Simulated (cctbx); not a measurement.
## Lattice, Laue class and space group of a new crystal

Cell: a = 8.5640 Å, b = 8.8290 Å, c = 8.9890 Å, α = 90.00°, β = 90.00°, γ = 90.00°. Expected content of the cell: Ag24 S8 F8.

The data are simulated with cctbx, not measured: Cu Kα, λ = 1.54184 Å, to d = 0.8 Å, 80 % of the full sphere, strongest reflection 40000 counts, noise from counting, a 4 % proportional error and a noise floor of 2 counts (s.d.); no absorption.

A first pass over the reflections prints:

```text
4429 reflections to d = 0.800 A
centring   violations  <I/sigma> of those
    A          0 of  2237     -0.0
    B          1 of  2201     -0.0
    C          1 of  2196     -0.0
    I        502 of  2187      3.9
    R        701 of  2972      4.5
    F          1 of  3317     -0.0
Laue class    unique    Rint  (classes that these axes allow; Friedel mates merged)
F m m m           213   0.036
space group    extra absences  I>4sigma  <I/sigma>
F 2 2 2                 0          0         -  acentric
F m m 2                 0          0         -  acentric
F 2 m m                 0          0         -  acentric
F m 2 m                 0          0         -  acentric
F m m m                 0          0         -  centric
Wilson B = 0.30 A^2   <|E^2-1|> = 0.715 (0.968 centric, 0.736 acentric)   E^2>4: 0.9 %
shell (A)         n   <I/sigma>
 5.07 - 1.59     29     31.2
 1.59 - 1.27     28     39.5
 1.27 - 1.11     28     32.6
 1.11 - 1.01     26     36.7
 1.01 - 0.94     29     35.1
 0.94 - 0.88     20     38.6
 0.88 - 0.84     29     30.6
 0.84 - 0.80     24     37.7
```

Q: Read the symmetry from these tables.

The reflections that A, B, C and F centring forbids are absent (⟨I/σ⟩ near 0), so the lattice is F. F holds A, B and C together.

Only F m m m fits these axes (Rint 0.036); a search for a hidden higher lattice was not made.

5 settings pass the absence test. No glide or screw absences show, which leaves F 2 2 2, F m m 2, F 2 m m, F m 2 m and F m m m.

⟨|E²−1|⟩ = 0.715 leans to a non-centrosymmetric structure. The Wilson B of 0.30 Å² means U ≈ 0.0038 Å².

The true group is Fmm2 (no. 42), Laue class mmm, non-centrosymmetric. The tables only narrow the choice to the tied entries; cell content, site symmetry and trial solutions must settle it.

This is a model crystal, built by substitution and not relaxed, with assumed displacement parameters.

[Logs are printed without paths, hosts, clocks, repeated set-up lines and the standing remarks that a program may print on its own settings, such as how far it seeks lower states.]
